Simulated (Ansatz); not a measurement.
**CsSnI3 (model cell, started as cubic perovskite with Sn in the octahedra): the cell at rest**

Aim: bring CsSnI3 (model cell, started as cubic perovskite with Sn in the octahedra) to small forces and stress, as phonons need.

Program: Ansatz 0.2.0. Level of theory: DFT PBE, scalar-relativistic, plane waves, PAW; PAW set soft_1. Results are calculated unless marked as measured.

This is a report of a sequence of runs, with most program output left out.

The structure was built from a prototype and need not be the compound's stable phase.

## Step 1: Set-up

It takes space group Pm-3m (No. 221, cubic). Conventional cell: a = 6.200 Å, b = 6.200 Å, c = 6.200 Å, α = 90.00°, β = 90.00°, γ = 90.00°. Cs has 12 I at 4.38 Å nearest. Nearest to Sn lie 6 I at 3.10 Å. Nearest to I lie 2 Sn at 3.10 Å and 4 Cs at 4.38 Å. Farther neighbours and most contacts between anions are not listed.

## Step 2: Probe on a coarse mesh

A quick single point on a coarse mesh tells whether the cell has a gap and how far it is from rest, which sets the k mesh and smearing that follow.

File input.yaml:

```yaml
crystal:
  lattice:
    - [6.2, 0.0, 0.0]
    - [0.0, 6.2, 0.0]
    - [0.0, 0.0, 6.2]
  atoms:
    - { symbol: Cs, position: [0.0, 0.0, 0.0] }
    - { symbol: Sn, position: [0.5, 0.5, 0.5] }
    - { symbol: I, position: [0.5, 0.5, 0.0] }
    - { symbol: I, position: [0.5, 0.0, 0.5] }
    - { symbol: I, position: [0.0, 0.5, 0.5] }
kpoints:
  mp_grid: { grid: [4, 4, 4] }
hamiltonian:
  xc: pbe
  pseudopotentials: { kind: paw, azcp: { folder: soft_1 } }
scf:
  occupations: { method: gaussian, width: 0.1 }
output:
  forces: true
  stress: true
  eigenvalues: true
```

Launch:

```
$ ansatz run input.yaml --threads 8 --pin off --max-ram 16384MiB --backend cpu --events-out ev --progress --plain --runs-dir out
```

The job ended after 1 s (8 threads of Arm Neoverse V2, shared host; peak memory 0.8 GiB).

This step gave:

* pressure: 0.8595 GPa
* volume per atom: 47.67 Å³
* gap on the k-mesh: 0.2945 eV
* direct gap on mesh: 0.2945 eV

The coarse mesh shows a gap of 0.29 eV and a pressure of 0.9 GPa.

## Step 3: Bringing the structure to rest

Harmonic phonons are second derivatives at a point where the forces vanish, and they are wanted at zero stress, so atoms and cell are relaxed first.

input.yaml, the sections that differ from step 2:

```yaml
kpoints:
  mp_grid: { grid: [6, 6, 6] }
scf:
  occupations: { method: gaussian, width: 0.01 }
relax:
  adjacent_minimum: "off"
  f_tol: 0.005
  max_steps: 80
  cell: { stress_tol: 0.05 }
# crystal, hamiltonian, output: as in step 2
```

Wall time 7 s (8 threads); peak memory 0.91 GiB.

Relaxation path:

```
step  energy less that of the first step (eV)  largest force component (eV/Å)  pressure (GPa)  volume (Å³)
   1                                   0.0000                          0.0000            0.70       238.33
   2                                  -0.0152                          0.0000            0.35       243.06
   3                                  -0.0207                          0.0000            0.02       247.99
  4*                                  -0.0210                          0.0000            0.02       247.99
```

Relaxation steps marked * repeat the geometry before them on a plane-wave basis chosen anew for their cell, so energy and pressure can jump there.

The run keeps the 48 symmetry operations that it works with, so distortions that break them were not tested.

```
conventional cell, symmetrised  before  after  change
                         a (Å)   6.200  6.283  +1.3 %
                         b (Å)   6.200  6.283  +1.3 %
                         c (Å)   6.200  6.283  +1.3 %
              volume (Å³/atom)   47.67  49.60  +4.1 %
```

The relaxed structure:

```cif
data_structure
_symmetry_space_group_name_H-M 'P 1'
_symmetry_Int_Tables_number 1
_cell_length_a 6.2827
_cell_length_b 6.2827
_cell_length_c 6.2827
_cell_angle_alpha 90.000
_cell_angle_beta 90.000
_cell_angle_gamma 90.000
_cell_volume 247.99
loop_
_atom_site_label
_atom_site_type_symbol
_atom_site_fract_x
_atom_site_fract_y
_atom_site_fract_z
_atom_site_occupancy
Cs1 Cs 0.00000 0.00000 0.00000 1
Sn2 Sn 0.50000 0.50000 0.50000 1
I3 I 0.50000 0.50000 0.00000 1
I4 I 0.50000 0.00000 0.50000 1
I5 I 0.00000 0.50000 0.50000 1
```

This step gave:

| Item | Value |
| --- | --- |
| pressure | 0.02255 GPa |
| gap on the k-mesh | 0.4742 eV |
| volume per atom | 49.60 Å³ |
| direct gap on mesh | 0.4742 eV |

In this step the volume went from 47.67 to 49.60 Å³/atom.

## Step 4: Relaxing to small forces for the phonons, k-mesh 6×6×6

Phonons need a cell at rest on their own settings, so the relaxation is repeated with tight tolerances on forces and stress, using the mesh and the filling of the phonon run that follows.

input.yaml, the sections that differ from step 3:

```yaml
crystal:
  lattice:
    - [6.2826645888, 0.0, 0.0]
    - [0.0, 6.2826645888, 0.0]
    - [0.0, 0.0, 6.2826645888]
  atoms:
    - { symbol: Cs, position: [0.0, 0.0, 0.0] }
    - { symbol: Sn, position: [0.5, 0.5, 0.5] }
    - { symbol: I, position: [0.5, 0.5, 0.0] }
    - { symbol: I, position: [0.5, 0.0, 0.5] }
    - { symbol: I, position: [0.0, 0.5, 0.5] }
scf:
  occupations: { method: fixed }
relax:
  adjacent_minimum: "off"
  f_tol: 0.001
  max_steps: 60
  cell: { stress_tol: 0.01 }
# kpoints, hamiltonian, output: as in step 3
```

Run time: 6.8 s. Hardware: 8 threads; peak memory 0.92 GiB.

Little changed from the start: no atom moved by 0.005 Å and no cell edge by 0.1 %.

This step gave:

```
pressure           : -4.08e-5 GPa
gap on the k-mesh  : 0.4803 eV
volume per atom    : 49.67 Å³
direct gap on mesh : 0.4803 eV
```

The forces vanish by symmetry and the pressure is 0.000 GPa, within the tolerances set. The cell now holds 49.67 Å³/atom.

## Step 5: Relaxing to small forces for the phonons, k-mesh 12×12×12

The k mesh is raised to 12×12×12 since a zone-centre run on the first mesh warned that it was too coarse for the force constants, and the cell is relaxed again on it.

input.yaml, the sections that differ from step 4:

```yaml
crystal:
  lattice:
    - [6.2857163609, 0.0, 0.0]
    - [0.0, 6.2857163609, 0.0]
    - [0.0, 0.0, 6.2857163609]
  atoms:
    - { symbol: Cs, position: [0.0, 0.0, 0.0] }
    - { symbol: Sn, position: [0.5, 0.5, 0.5] }
    - { symbol: I, position: [0.5, 0.5, 0.0] }
    - { symbol: I, position: [0.5, 0.0, 0.5] }
    - { symbol: I, position: [0.0, 0.5, 0.5] }
kpoints:
  mp_grid: { grid: [12, 12, 12] }
output:
  forces: true
  stress: true
  eigenvalues: true
  write_density: true
  write_potential: true
  elf: true
  volumetric_format: npy
# hamiltonian, scf, relax: as in step 4
```

Elapsed: 26 s, on 8 threads; peak memory 1.3 GiB.

Little changed from the start: no atom moved by 0.005 Å and no cell edge by 0.1 %.

This step gave:

- pressure: 1.27e-4 GPa
- gap on the k-mesh: 0.4724 eV
- volume per atom: 49.55 Å³
- direct gap on mesh: 0.4724 eV

Valence density in the ac plane at fractional y = 0.500, with atoms of Sn and I within 0.2 Å of it. It is the smooth field of the valence electrons, not physical close to the nuclei.

Ten even steps from '0' (0 e/Å³) to '9' (13 e/Å³), each cell a mean:
```
00000004872000000
00000001210000000
00000000000000000
00000000000000000
00000000000000000
00000000000000000
21000001210000002
84000003651000017
95100004862000028
52000002431000014
00000000000000000
00000000000000000
00000000000000000
00000000000000000
00000000100000000
00000002541000000
00000005982000000
```
Columns run along a (6.3 Å), rows up along c (6.3 Å). Atoms in or near the plane, at fractional coordinates: Sn at (0.50, 0.50), I at (0.50, 0.00), I at (0.00, 0.50).

Electrostatic potential energy in the ac plane at fractional y = 0.500, with atoms of Sn and I within 0.2 Å of it. With pseudopotentials it is smooth inside the atoms' cores, unlike the true potential.

Ten even steps from '0' (-32 eV) to '9' (9 eV), each cell a mean:
```
99999821640599999
99999850002799999
99999986457999999
99999998889999999
89999998888999999
46899986557899975
00589852223789720
61178734972588504
92178725992588406
20388842542688601
13799874235899852
78999988778999988
99999998889999999
99999998778999999
99999973115899999
99999830210699999
99999712960489999
```
Columns run along a (6.3 Å; values clipped at the 3rd and 97th percentile), rows up along c (6.3 Å). Atoms in or near the plane, at fractional coordinates: Sn at (0.50, 0.50), I at (0.50, 0.00), I at (0.00, 0.50).

ELF in the ac plane at fractional y = 0.500, with atoms of Sn and I within 0.2 Å of it. It is the smooth field of the valence electrons, not physical close to the nuclei.

Values, 9 rows by 16 columns, each cell a mean:
```
0.02 0.01 0.07 0.37 0.71 0.75 0.54 0.34 0.33 0.42 0.67 0.77 0.57 0.18 0.02 0.01
0.38 0.25 0.09 0.06 0.25 0.50 0.61 0.61 0.60 0.62 0.58 0.39 0.13 0.05 0.16 0.33
0.77 0.74 0.58 0.25 0.09 0.16 0.27 0.33 0.34 0.31 0.22 0.11 0.13 0.42 0.69 0.76
0.40 0.50 0.66 0.57 0.28 0.30 0.31 0.19 0.15 0.25 0.32 0.26 0.40 0.67 0.59 0.43
0.37 0.31 0.57 0.63 0.35 0.32 0.23 0.02 0.00 0.09 0.32 0.31 0.49 0.65 0.44 0.28
0.53 0.62 0.69 0.51 0.23 0.27 0.32 0.27 0.24 0.30 0.31 0.22 0.33 0.65 0.67 0.56
0.75 0.67 0.43 0.15 0.07 0.18 0.32 0.39 0.41 0.37 0.25 0.11 0.08 0.27 0.57 0.72
0.21 0.11 0.04 0.11 0.40 0.64 0.66 0.59 0.57 0.63 0.67 0.55 0.24 0.05 0.07 0.17
0.01 0.01 0.09 0.47 0.76 0.75 0.48 0.30 0.37 0.34 0.64 0.79 0.65 0.25 0.03 0.01
```
Columns run along a (6.3 Å), rows up along c (6.3 Å). Atoms in or near the plane, at fractional coordinates: Sn at (0.50, 0.50), I at (0.50, 0.00), I at (0.00, 0.50).

The forces vanish by symmetry and the pressure is 0.000 GPa, within the tolerances set. The cell now holds 49.55 Å³/atom.

## Step 6: What came out

```json
{
  "space group after relaxation (within 0.01 Å)": "Pm-3m",
  "lattice constant a": "6.281 Å",
  "lattice constant b": "6.281 Å",
  "lattice constant c": "6.281 Å",
  "volume per atom": "49.5 Å³",
  "gap on the k-mesh": "0.472 eV"
}
```

**Reading.** The forces vanish by symmetry and the pressure is 0.000 GPa, within the tolerances set. The cell now holds 49.55 Å³/atom. The relaxation keeps the symmetry of its start, so it says nothing on stability against lower symmetry. Spin-orbit coupling is left out, which can matter for the heavy elements here. The starting cell was built on a prototype and not taken from a measurement, so the phase need not exist.

[Logs are printed without paths, hosts, clocks, repeated set-up lines and the standing remarks that a program may print on its own settings, such as how far it seeks lower states.]

[Hosts, paths, dates, database ids (printed as entryN), source tags and the programs' standing remarks are cut or masked in the printed files.]
